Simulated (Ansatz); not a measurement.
**Lattice dynamics of KCo2As2 (I4/mmm)**

Wanted: phonon frequencies of KCo2As2 (I4/mmm) and what follows from them.

Main program and level: Ansatz 0.2.0; DFT PBEsol, scalar-relativistic, plane waves, PAW.

### 1. Starting point

Symmetry: I4/mmm, No. 139, tetragonal system. Conventional cell: a = 3.740 Å, b = 3.740 Å, c = 13.640 Å, α = 90.00°, β = 90.00°, γ = 90.00°. K has 8 As at 3.37 Å and 4 K at 3.74 Å nearest. Co has 4 As at 2.29 Å nearest. Nearest to As lie 4 Co at 2.29 Å and 4 K at 3.37 Å. Farther neighbours are not listed.

Structure file:

```cif
data_structure
_symmetry_space_group_name_H-M 'P 1'
_symmetry_Int_Tables_number 1
_cell_length_a 7.3147
_cell_length_b 7.3147
_cell_length_c 7.3147
_cell_angle_alpha 150.376
_cell_angle_beta 150.376
_cell_angle_gamma 42.389
_cell_volume 95.39
loop_
_atom_site_label
_atom_site_type_symbol
_atom_site_fract_x
_atom_site_fract_y
_atom_site_fract_z
_atom_site_occupancy
K1 K 0.00000 0.00000 0.00000 1
Co2 Co 0.75000 0.25000 0.50000 1
Co3 Co 0.25000 0.75000 0.50000 1
As4 As 0.34655 0.34655 0.00000 1
As5 As 0.65345 0.65345 0.00000 1
```

### 2. Relaxation

The cell and atoms are relaxed, since residual forces and stress would shift the frequencies.

Contents of input.yaml:

```yaml
crystal:
  lattice:
    - [-1.8699690938, 1.8699690938, 6.8199068568]
    - [1.8699690938, -1.8699690938, 6.8199068568]
    - [1.8699690938, 1.8699690938, -6.8199068568]
  atoms:
    - { symbol: K, position: [0.0, 0.0, 0.0] }
    - { symbol: Co, position: [0.75, 0.25, 0.5] }
    - { symbol: Co, position: [0.25, 0.75, 0.5] }
    - { symbol: As, position: [0.34654986, 0.34654986, 0.0] }
    - { symbol: As, position: [0.65345014, 0.65345014, 0.0] }
kpoints:
  mp_grid: { grid: [12, 12, 12] }
hamiltonian:
  xc: pbesol
scf:
  occupations: { method: gaussian, width: 0.1 }
output:
  forces: true
  stress: true
  eigenvalues: true
relax:
  adjacent_minimum: "off"
  f_tol: 0.005
  max_steps: 80
  cell: { stress_tol: 0.05 }
```

Command:

```console
$ ansatz run input.yaml --threads 16 --pin off --max-ram 61440MiB --backend cuda --events-out ev --progress --plain --runs-dir out
```

Numbers of over 12 decimals in the logs are rounded to 6 here.

Log:

```text
basis.fft_grid_basis auto: the FFT boxes are laid along the combinations [[1, 0, 1], [0, 1, 1], [0, 0, 1]] of the cell's own vectors, 3.740, 3.740 and 7.315 Å long. The dense box has 25×25×50 points. Along the cell's own vectors, as sized, it would have 50×50×50, 4.00 times as many. Of the 16 symmetry operations that the crystal satisfies within crystal.symmetry.tolerance (time reversal apart; of a slab, those that k [...]
Engine: ansatz 0.2.0, aarch64-unknown-linux-gnu
Pseudopotentials: kind: paw
Pseudopotential: K, paw, valence charge 9, recommended cutoff 420 eV (normal), K.paw.azcp
Pseudopotential: Co, paw, valence charge 17, recommended cutoff 420 eV (normal), Co.paw.azcp
Pseudopotential: As, paw, valence charge 15, recommended cutoff 420 eV (normal), As.paw.azcp
Functional definition: PBEsol
  exchange = pbesol_x
  correlation = pbesol_c
device memory: the entry about to start is reckoned to put 9.2 GiB on a device that reports 182.5 GiB free
GPU FFT provider: cuFFT
GPU libraries: cuBLAS 13.8.1, cuFFT 12.4.0, cuSOLVER 12.3.2
GPU matrix products: emulated (plane waves: as basis.precision tells), large ones in fixed point in workspaces of 1.00 GiB
Crystal: 5 atoms, lattice volume = 95.391 Å³
Basis set: ecut = 420 eV, 1875 PW (Γ), FFT grids on a1+a3, a2+a3, a3, exchange–correlation on 50×50×100 points (8 copies of the dense FFT grid, shifted against one another)
Bands: 44, of which v1, the nominal top of the filled ones, is band 37 counted from 1 (36 counted from 0)
Symmetry: 16 space group operations
Space group: I4/mmm (ITA 139), of the structure as read, at distance tolerance 4.6e-5 Å
k-points: 163 of 1728
Non-local potential: K, projectors of the file, l = 0: 3, l = 1: 2, l = 2: 2
Non-local potential: Co, projectors of the file, l = 0: 3, l = 1: 2, l = 2: 3, l = 3: 1
Non-local potential: As, projectors of the file, l = 0: 2, l = 1: 2, l = 2: 3, l = 3: 1
PAW form: soft (Blöchl's): semilocal exchange-correlation on the pseudo side does not see the compensation charge
PAW frozen core: K, regenerated for the run's functional, and the local potential with it (the file was generated under x = pbe(κ = 0.804, μ = 0.219515), c = pbe(β = 0.066725))
PAW frozen core: Co, regenerated for the run's functional, and the local potential with it (the file was generated under x = pbe(κ = 0.804, μ = 0.219515), c = pbe(β = 0.066725))
PAW frozen core: As, regenerated for the run's functional, and the local potential with it (the file was generated under x = pbe(κ = 0.804, μ = 0.219515), c = pbe(β = 0.066725))
PAW one-centre angular grid: K, 110 points (default); XC on 64 Gauss nodes
PAW one-centre angular grid: Co, 590 points (default); XC on 64 Gauss nodes
PAW one-centre angular grid: As, 590 points (default); XC on 64 Gauss nodes
Initial density: superposition of atomic densities (neutral atoms: chi_scale 0, normalization atom), corrected by the library's trained network
Initial wavefunctions: pseudopotential atomic-orbital guess
GPU buffer pool allocated for 31250 grid points (all kernels)
GPU transforms: local potential and band sums: pruned to the plane-wave sphere, on 25×25×50
Functional: x = pbesol(κ = 0.804, μ = 0.123457), c = pbesol(β = 0.046)
SCF iter   1: F=—  HF=-21330.137225 eV  |F-HF|=—  |Δ(HF+E_count)|=         —  Δρ=1.67e-2  dr2=1.78e-1  ethr=1.77e-3  ⟨swp⟩=7.5  Hψ=27118  notcnv=0
preconditioner: auto → LDOS  [metal: Δε(μ)=0.012 eV  Ē_g=8.750 eV  σ=0.100 eV  W_gap=0.07  n_scr=32 (ndim 8)  ℏωp=22.5 eV  f_vac=0.063  D(μ)=2.31/eV (n_scr^D=12)  β→1.0]
SCF iter   2: F=—  HF=-21330.169745 eV  |F-HF|=—  |Δ(HF+E_count)|=   3.25e-2  Δρ=2.47e-2  dr2=3.29e-1  ethr=2.44e-4  ⟨swp⟩=2.1  Hψ=15639  notcnv=0  defer=23
SCF iter   3: F=—  HF=-21330.124487 eV  |F-HF|=—  |Δ(HF+E_count)|=   4.53e-2  Δρ=8.75e-3  dr2=3.94e-2  ethr=2.44e-4  ⟨swp⟩=2.0  Hψ=9982  notcnv=0  defer=23
SCF iter   4: F=—  HF=-21330.117791 eV  |F-HF|=—  |Δ(HF+E_count)|=   6.70e-3  Δρ=4.43e-4  dr2=9.52e-5  ethr=5.40e-5  ⟨swp⟩=2.0  Hψ=9749  notcnv=0  defer=23
SCF iter   5: F=—  HF=-21330.117682 eV  |F-HF|=—  |Δ(HF+E_count)|=   1.09e-4  Δρ=1.00e-4  dr2=3.42e-6  ethr=1.30e-7  ⟨swp⟩=2.0  Hψ=13139  notcnv=0  defer=22
SCF iter   6: F=—  HF=-21330.117683 eV  |F-HF|=—  |Δ(HF+E_count)|=   5.58e-7  Δρ=3.62e-5  dr2=1.27e-6  ethr=4.69e-9  ⟨swp⟩=2.0  Hψ=11699  notcnv=0  defer=22
SCF iter   7: F=—  HF=-21330.117683 eV  |F-HF|=—  |Δ(HF+E_count)|=   8.35e-8  Δρ=1.37e-5  dr2=1.16e-7  ethr=1.74e-9  ⟨swp⟩=3.0  Hψ=12319  notcnv=0  defer=22
SCF iter   8: F=-21330.117682 eV  HF=-21330.117683 eV  |F-HF|=7.84e-8  |Δ(HF+E_count)|=  6.18e-11  Δρ=1.05e-5  dr2=8.89e-8  ethr=1.37e-10  ⟨swp⟩=5.2  Hψ=23734  notcnv=0
SCF 1 converged in 8 iterations: F = -21330.117682 eV  dr2 = 8.89e-8
  greatest PAW one-centre occupation: 1.001 electrons in one spin orbital (limit 2), on the Co atom at site 2 (counted from 0), in its partial waves of l = 1
relax step   1: F+E_penalty+E_count = -21330.11768243 eV  Δ(F+E_penalty+E_count) = +0.000e0 eV  max|allowed force component| = 9.345e-3 eV/Å  Δτ_max = 0.0000 Å  P = -1.217 GPa  Ω = 95.391 Å³  (8 SCF iters, dr2 threshold 1.00e-7 eV, accepted)
device memory: the entry about to start is reckoned to put 8.9 GiB (of the 9.2 GiB reckoned in all, the device holds 0.3 GiB already) on a device that reports 182.2 GiB free
GPU FFT provider: cuFFT
GPU libraries: cuBLAS 13.8.1, cuFFT 12.4.0, cuSOLVER 12.3.2
GPU matrix products: emulated (plane waves: as basis.precision tells), large ones in fixed point in workspaces of 1.00 GiB
Crystal: 5 atoms, lattice volume = 93.790 Å³
Basis set: ecut = 420 eV, 1819 PW (Γ), FFT grids on a1+a3, a2+a3, a3, exchange–correlation on 50×50×100 points (8 copies of the dense FFT grid, shifted against one another)
Initial density: handed on by an earlier stage of this run
Initial wavefunctions: those handed on with the density
GPU buffer pool allocated for 31250 grid points (all kernels)
GPU transforms: local potential and band sums: pruned to the plane-wave sphere, on 25×25×50
iter 1 solved again at ethr=2.57e-6 eV; its pass at ethr=3.10e-3 eV (dr2=1.88e-3 eV) is discarded
SCF iter   1: F=—  HF=-21330.125931 eV  |F-HF|=—  |Δ(HF+E_count)|=         —  Δρ=1.39e-3  dr2=1.89e-3  ethr=2.57e-6  ⟨swp⟩=1.1  Hψ=35067  notcnv=0
preconditioner: auto → LDOS  [metal: Δε(μ)=0.021 eV  Ē_g=8.810 eV  σ=0.100 eV  W_gap=0.12  n_scr=32 (ndim 8)  ℏωp=22.7 eV  f_vac=0.049  D(μ)=2.41/eV (n_scr^D=12)  β→1.0]
SCF iter   2: F=—  HF=-21330.126374 eV  |F-HF|=—  |Δ(HF+E_count)|=   4.44e-4  Δρ=2.09e-3  dr2=2.67e-3  ethr=2.57e-6  ⟨swp⟩=2.0  Hψ=13164  notcnv=0
[...]
device memory: the entry about to start is reckoned to put 8.9 GiB (of the 9.2 GiB reckoned in all, the device holds 0.3 GiB already) on a device that reports 182.2 GiB free
GPU FFT provider: cuFFT
GPU libraries: cuBLAS 13.8.1, cuFFT 12.4.0, cuSOLVER 12.3.2
GPU matrix products: emulated (plane waves: as basis.precision tells), large ones in fixed point in workspaces of 1.00 GiB
Crystal: 5 atoms, lattice volume = 93.086 Å³
Basis set: ecut = 420 eV, 1811 PW (Γ), FFT grids on a1+a3, a2+a3, a3, exchange–correlation on 50×50×100 points (8 copies of the dense FFT grid, shifted against one another)
GPU buffer pool allocated for 31250 grid points (all kernels)
GPU transforms: local potential and band sums: pruned to the plane-wave sphere, on 25×25×50
iter 1 solved again at ethr=4.75e-7 eV; its pass at ethr=3.10e-3 eV (dr2=3.47e-4 eV) is discarded
SCF iter   1: F=—  HF=-21330.126972 eV  |F-HF|=—  |Δ(HF+E_count)|=         —  Δρ=5.13e-4  dr2=3.83e-4  ethr=4.75e-7  ⟨swp⟩=3.0  Hψ=34225  notcnv=0
preconditioner: auto → LDOS  [metal: Δε(μ)=0.020 eV  Ē_g=8.831 eV  σ=0.100 eV  W_gap=0.11  n_scr=32 (ndim 8)  ℏωp=22.8 eV  f_vac=0.046  D(μ)=2.40/eV (n_scr^D=12)  β→1.0]
SCF iter   2: F=—  HF=-21330.126963 eV  |F-HF|=—  |Δ(HF+E_count)|=   8.79e-6  Δρ=8.14e-4  dr2=3.96e-4  ethr=4.75e-7  ⟨swp⟩=2.0  Hψ=13138  notcnv=0
SCF iter   3: F=—  HF=-21330.126885 eV  |F-HF|=—  |Δ(HF+E_count)|=   7.86e-5  Δρ=4.88e-4  dr2=1.29e-4  ethr=4.75e-7  ⟨swp⟩=2.0  Hψ=13127  notcnv=0
SCF iter   4: F=—  HF=-21330.126867 eV  |F-HF|=—  |Δ(HF+E_count)|=   1.80e-5  Δρ=1.99e-5  dr2=7.93e-7  ethr=1.76e-7  ⟨swp⟩=2.0  Hψ=8751  notcnv=0
SCF iter   5: F=—  HF=-21330.126867 eV  |F-HF|=—  |Δ(HF+E_count)|=   4.08e-8  Δρ=3.46e-5  dr2=9.07e-7  ethr=6.64e-10  ⟨swp⟩=5.2  Hψ=37261  notcnv=0
SCF iter   6: F=-21330.126867 eV  HF=-21330.126867 eV  |F-HF|=9.31e-8  |Δ(HF+E_count)|=   6.05e-8  Δρ=1.14e-5  dr2=9.08e-8  ethr=6.64e-10  ⟨swp⟩=2.8  Hψ=21373  notcnv=0
SCF 3 converged in 6 iterations: F = -21330.126867 eV  dr2 = 9.08e-8
relax step   3: F+E_penalty+E_count = -21330.12686655 eV  Δ(F+E_penalty+E_count) = -1.033e-3 eV  max|allowed force component| = 1.051e-3 eV/Å  Δτ_max = 0.0055 Å  P = +0.020 GPa  Ω = 93.086 Å³  energy of the carried Pulay correction = +7.591e-4 eV  (6 SCF iters, dr2 threshold 4.85e-7 eV, accepted)
device memory: the entry about to start is reckoned to put 9.2 GiB on a device that reports 182.5 GiB free
GPU FFT provider: cuFFT
GPU libraries: cuBLAS 13.8.1, cuFFT 12.4.0, cuSOLVER 12.3.2
GPU matrix products: emulated (plane waves: as basis.precision tells), large ones in fixed point in workspaces of 1.00 GiB
Initial wavefunctions: pseudopotential atomic-orbital guess (no wavefunctions were taken with the density)
GPU buffer pool allocated for 31250 grid points (all kernels)
GPU transforms: local potential and band sums: pruned to the plane-wave sphere, on 25×25×50
iter 1 solved again at ethr=1.08e-7 eV; its pass at ethr=3.10e-3 eV (dr2=7.85e-5 eV) is discarded
SCF iter   1: F=—  HF=-21330.125726 eV  |F-HF|=—  |Δ(HF+E_count)|=         —  Δρ=8.35e-5  dr2=1.30e-6  ethr=1.08e-7  ⟨swp⟩=3.0  Hψ=44871  notcnv=0
preconditioner: auto → LDOS  [metal: Δε(μ)=0.020 eV  Ē_g=8.830 eV  σ=0.100 eV  W_gap=0.11  n_scr=32 (ndim 8)  ℏωp=22.8 eV  f_vac=0.047  D(μ)=2.39/eV (n_scr^D=12)  β→1.0]
SCF iter   2: F=—  HF=-21330.126217 eV  |F-HF|=—  |Δ(HF+E_count)|=   4.91e-4  Δρ=1.85e-4  dr2=3.04e-5  ethr=1.78e-9  ⟨swp⟩=2.0  Hψ=13226  notcnv=0
SCF iter   3: F=—  HF=-21330.126215 eV  |F-HF|=—  |Δ(HF+E_count)|=   2.03e-6  Δρ=8.21e-5  dr2=3.28e-6  ethr=1.78e-9  ⟨swp⟩=2.0  Hψ=13225  notcnv=0
SCF iter   4: F=—  HF=-21330.126215 eV  |F-HF|=—  |Δ(HF+E_count)|=   4.00e-7  Δρ=6.18e-5  dr2=2.30e-6  ethr=1.78e-9  ⟨swp⟩=2.0  Hψ=13217  notcnv=0
SCF iter   5: F=—  HF=-21330.126215 eV  |F-HF|=—  |Δ(HF+E_count)|=   2.09e-7  Δρ=3.54e-5  dr2=7.59e-7  ethr=1.78e-9  ⟨swp⟩=1.1  Hψ=7191  notcnv=0
SCF iter   6: F=—  HF=-21330.126214 eV  |F-HF|=—  |Δ(HF+E_count)|=   8.93e-8  Δρ=1.04e-5  dr2=6.56e-8  ethr=1.04e-9  ⟨swp⟩=1.8  Hψ=7423  notcnv=0
SCF iter   7: F=—  HF=-21330.126214 eV  |F-HF|=—  |Δ(HF+E_count)|=   1.17e-8  Δρ=1.33e-6  dr2=1.14e-9  ethr=8.98e-11  ⟨swp⟩=2.0  Hψ=8463  notcnv=0
SCF iter   8: F=-21330.126214 eV  HF=-21330.126214 eV  |F-HF|=0.00e0  |Δ(HF+E_count)|=  1.46e-11  Δρ=7.17e-8  dr2=5.13e-12  ethr=1.00e-12  ⟨swp⟩=3.0  Hψ=29279  notcnv=0
SCF 4 converged in 8 iterations: F = -21330.126214 eV  dr2 = 5.13e-12
relax step   4: F+E_penalty+E_count = -21330.12621449 eV  Δ(F+E_penalty+E_count) = +6.521e-4 eV  max|allowed force component| = 8.802e-4 eV/Å  Δτ_max = 0.0000 Å  P = +0.009 GPa  Ω = 93.086 Å³  stress off target by 2.38e-2 GPa  SCF on the basis re-selected at this cell (its energy is not comparable with the rows above)  (8 SCF iters)
basis re-selected at this cell: Δ(F+E_penalty+E_count) = +6.521e-4 eV, ΔP = -0.011 GPa vs the last step (what re-selecting the basis moved, of the pressure what is left beyond the Pulay correction that the steps carried, after the strain that the cell walked since its last selection, with what the two solves' SCF thresholds leave and, on support functions, any second-order correction that the steps lacked; it is no m [...]
SCF converged after 8 iterations
Free energy (F): -21330.126214 eV
Harris-Foulkes:  -21330.126214 eV  (|F-HF|=0.00e0)
Internal energy: -21330.114242 eV  (E = F + TS)
E sigma→0 (E₀):  -21330.120228 eV
Entropy (-TS):   -0.011972 eV (-2.394 meV/atom)
Fermi energy:    11.164960 eV
--- Per-component energies (eV) ---
  E_band       = -1238.630717
  E_kinetic    = 1376.721608
  E_local      = -14877.679005  (includes V_loc(G=0)·N_el)
  E_nonlocal   = -404.215393
  E_hartree    = 6976.558528
  E_xc         = -608.568135
  E_vxc        = -734.236952  (∫ρ·V_xc dr)
  E_paw        = -7318.946888  (= ΣΔE_a)
  E_vpaw       = -552.337867  (= ΣTr[D̂ρ^β])
  E_aug_tail   = 0.000156  (compensation charges beyond the density's cutoff)
  E_ewald      = -6476.402695
  E_core_change = 2.417581  (= ΣΔE_core)
  E_smearing   = -0.011972  (= −TS)
  E_closure    = -0.000000  (closes the sum)
  Σ components = -21330.126214   (vs F -21330.126214, Δ=0.00e0)
--- Forces (eV/Å), atoms counted from 1 ---
  atom   1  K     -0.00000000    -0.00000000     0.00000000
  atom   2  Co    -0.00000000     0.00000000     0.00000000
  atom   3  Co     0.00000000    -0.00000000     0.00000000
  atom   4  As    -0.00000000     0.00000000    -0.00088018
  atom   5  As     0.00000000     0.00000000     0.00088018
  max |Σ_I F_I| component: 4.34e-19 eV/Å
--- Stress (GPa, compression-positive) ---
        0.023800      -0.000000       0.000000
       -0.000000       0.023800       0.000000
        0.000000      -0.000000      -0.022030
  P = ⅓ Tr σ = 0.0085 GPa (0.085 kbar)
--- Band table (eV; the first three rows and the last of 163) ---
  k-point 0: bands = [... 33 lower, 10.3351, 10.7661, 10.7661, 10.9743, 12.9602, 13.8520, 13.8520, 14.3656, ... 3 higher]
  k-point 1: bands = [... 33 lower, 10.2611, 10.4060, 10.5325, 11.2325, 12.9599, 13.0922, 13.1614, 15.1641, ... 3 higher]
  k-point 2: bands = [... 33 lower, 10.0488, 10.0609, 10.0751, 11.3844, 12.2394, 12.5323, 12.8346, 16.0312, ... 3 higher]
  k-point 162: bands = [... 33 lower, 10.5584, 10.6437, 10.8099, 10.8099, 10.9743, 13.7624, 13.7624, 14.5851, ... 3 higher]
--- Relaxed structure (3 steps of the walk, 3 accepted, 1 SCFs on fresh bases) ---
  F+E_penalty+E_count = -21330.12621449 eV   max|allowed force component| = 8.802e-4 eV/Å   (the final SCF, on the basis selected at the relaxed cell)
  cell:  # Å, volume = 93.0858 Å³
    - [-1.857889, 1.857889, 6.741924]
    - [1.857889, -1.857889, 6.741924]
    - [1.857889, 1.857889, -6.741924]
  atoms:
    - { symbol: K, position: [0, 0, 0] }
    - { symbol: Co, position: [0.75, 0.250000, 0.5] }
    - { symbol: Co, position: [0.250000, 0.75, 0.5] }
    - { symbol: As, position: [0.348204, 0.348204, 0] }
    - { symbol: As, position: [0.651796, 0.651796, 0] }
```

Run time: 5.5 s. Hardware: 1 × NVIDIA GB200 with 16 threads of Arm Neoverse V2, shared host; peak memory 1.2 GiB; 18 s of CPU time.

This run has no spin polarisation, although Co can carry a moment.

The steps of the relaxation:

| step | energy less that of the first step (eV) | largest force component (eV/Å) | pressure (GPa) | volume (Å³) |
| --- | --- | --- | --- | --- |
| 1 | 0.0000 | 0.0093 | -1.22 | 95.39 |
| 2 | -0.0082 | 0.0246 | -0.44 | 93.79 |
| 3 | -0.0092 | 0.0011 | 0.02 | 93.09 |
| 4* | -0.0085 | 0.0009 | 0.01 | 93.09 |

Relaxation steps marked * repeat the geometry before them on a plane-wave basis chosen anew for their cell, so energy and pressure can jump there.

Forces are held to the 16 operations that the run works with; a distortion that breaks them can't arise in this run.

| conventional cell, symmetrised | before | after | change |
| --- | --- | --- | --- |
| a (Å) | 3.740 | 3.716 | -0.6 % |
| b (Å) | 3.740 | 3.716 | -0.6 % |
| c (Å) | 13.640 | 13.484 | -1.1 % |
| volume (Å³/atom) | 19.08 | 18.62 | -2.4 % |

The atoms that moved most (Å, as changes of fractional coordinates times the final cell):

| atom | dx | dy | dz | length |
| --- | --- | --- | --- | --- |
| As5 | 0.000 | 0.000 | -0.022 | 0.022 |
| As4 | 0.000 | 0.000 | 0.022 | 0.022 |

Final coordinates:

```xyz
5
Lattice="-1.8579 1.8579 6.7419 1.8579 -1.8579 6.7419 1.8579 1.8579 -6.7419" Properties=species:S:1:pos:R:3 pbc="T T T"
K     0.0000    0.0000    0.0000
Co    0.0000    1.8579    3.3710
Co    1.8579    0.0000    3.3710
As    0.0000    0.0000    4.6951
As    0.0000    0.0000    8.7887
```

Numbers from this step:

```yaml
pressure: 0.008523 GPa
volume_per_atom: 18.62 Å³
gap_on_the_k_mesh: 0 eV
```

In this step the volume went from 19.08 to 18.62 Å³/atom.

### 3. Relaxing to small forces for the phonons

Phonons need a cell at rest on their own settings, so the relaxation is repeated with tight tolerances on forces and stress, using the mesh and the filling of the phonon run that follows.

Contents of input.yaml:

```yaml
crystal:
  lattice:
    - [-1.8578892948, 1.8578892948, 6.7419239618]
    - [1.8578892948, -1.8578892948, 6.7419239618]
    - [1.8578892948, 1.8578892948, -6.7419239618]
  atoms:
    - { symbol: K, position: [0.0, 0.0, 0.0] }
    - { symbol: Co, position: [0.75, 0.25, 0.5] }
    - { symbol: Co, position: [0.25, 0.75, 0.5] }
    - { symbol: As, position: [0.3482035785, 0.3482035785, 0.0] }
    - { symbol: As, position: [0.6517964215, 0.6517964215, 0.0] }
kpoints:
  mp_grid: { grid: [12, 12, 12] }
hamiltonian:
  xc: pbesol
scf:
  occupations: { method: methfessel_paxton, width: 0.15 }
output:
  forces: true
  stress: true
  eigenvalues: true
relax:
  adjacent_minimum: "off"
  f_tol: 0.001
  max_steps: 60
  cell: { stress_tol: 0.01 }
```

Log:

```text
[...]
GPU FFT provider: cuFFT
GPU libraries: cuBLAS 13.8.1, cuFFT 12.4.0, cuSOLVER 12.3.2
[...]
Crystal: 5 atoms, lattice volume = 93.086 Å³
Basis set: ecut = 420 eV, 1811 PW (Γ), FFT grids on a1+a3, a2+a3, a3, exchange–correlation on 50×50×100 points (8 copies of the dense FFT grid, shifted against one another)
[...]
cell:  # Å, volume = 93.0523 Å³
    - [-1.857667, 1.857667, 6.741112]
    - [1.857667, -1.857667, 6.741112]
    - [1.857667, 1.857667, -6.741112]
  atoms:
    - { symbol: K, position: [0, 0, 0] }
    - { symbol: Co, position: [0.750000, 0.250000, 0.500000] }
    - { symbol: Co, position: [0.250000, 0.750000, 0.500000] }
    - { symbol: As, position: [0.348243, 0.348243, 0] }
    - { symbol: As, position: [0.651757, 0.651757, 0] }
[key lines of the parts left out:]
SCF converged after 7 iterations
Free energy (F): -21330.120505 eV
Fermi energy:    11.176567 eV
P = ⅓ Tr σ = -0.0036 GPa (-0.036 kbar)
```

Elapsed: 4.7 s, on 1 × NVIDIA GB200 with 16 threads; peak memory 1.1 GiB.

Little changed from the start: no atom moved by 0.005 Å and no cell edge by 0.1 %.

This step gave:

```
pressure        : -0.003579 GPa
volume per atom : 18.61 Å³
```

The largest force component left is 0.75 meV/Å and the pressure is -0.004 GPa, within the tolerances set. The cell now holds 18.61 Å³/atom.

(Part 1 of 2 ends here.)

[Logs are printed without paths, hosts, clocks, repeated set-up lines and the standing remarks that a program may print on its own settings, such as how far it seeks lower states.]

[Hosts, paths, dates, database ids (printed as entryN), source tags and the programs' standing remarks are cut or masked in the printed files.]
